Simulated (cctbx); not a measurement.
# What resolution and counting buy: SnGeSe4

Space group I-4 (no. 82), a = 5.6190 Å, b = 5.6190 Å, c = 9.8170 Å, α = 90.00°, β = 90.00°, γ = 90.00°.

```
atom  mult.       x       y       z  Ueq (Å²)
 Sn1      2     1/2     1/2       0    0.0306
 Se1      8  0.2487  0.2588  0.3778    0.0178
 Ge1      2     1/2       0     1/4    0.0194
```

The model is made up (kin elements in a known structure type, no relaxation), so it says nothing on whether the phase exists.

Five simulated data sets (cctbx; Ag Kα, λ = 0.56087 Å; 1.5 % proportional error) differ in resolution or exposure (noise floor 8 counts in the first three, 8 in the last two). Each is refined with the right model, isotropic at 1.1 Å and anisotropic otherwise. How do the figures of merit and the uncertainties move?

```
d min (Å)  top counts  ⟨I/σ⟩ (unmerged, absences included)  unique  param. (scale apart)   Rint      R1  GooF  largest s.u. xyz (fractional)  s.u. U of Ge1 (Å²)  largest error (Å)
      1.1        5000                                  7.4     127                     6  0.029  0.0351  2.45                        0.00048              0.0032             0.0060
     0.84        5000                                  5.5     276                    13  0.036  0.0197  0.98                        0.00015              0.0011             0.0022
      0.6        5000                                  3.2     758                    13  0.053  0.0316  0.94                        0.00012              0.0006             0.0007
     0.75         300                                  0.7     392                    13  0.294  0.0754  0.90                        0.00292              0.0090             0.0383
     0.75        3000                                  3.5     392                    13  0.054  0.0284  0.89                        0.00019              0.0012             0.0034
```

GooF reaches 2.45 where the model lacks something that the data hold (anisotropy at the isotropic level, for one). The s.u. of U for Ge1 goes 0.0032, 0.0011, 0.0006 Å² with resolution and 0.0090, 0.0012 Å² with exposure.

The 1.1 Å row also differs in its displacement model, so it isn't a clean test of resolution.

Hardware for the 0.6 Å refinement: 0.45 s on 1 thread of Arm Neoverse V2 (shared host), peak memory 0.09 GiB.

[Logs are printed without paths, hosts, clocks, repeated set-up lines and the standing remarks that a program may print on its own settings, such as how far it seeks lower states.]
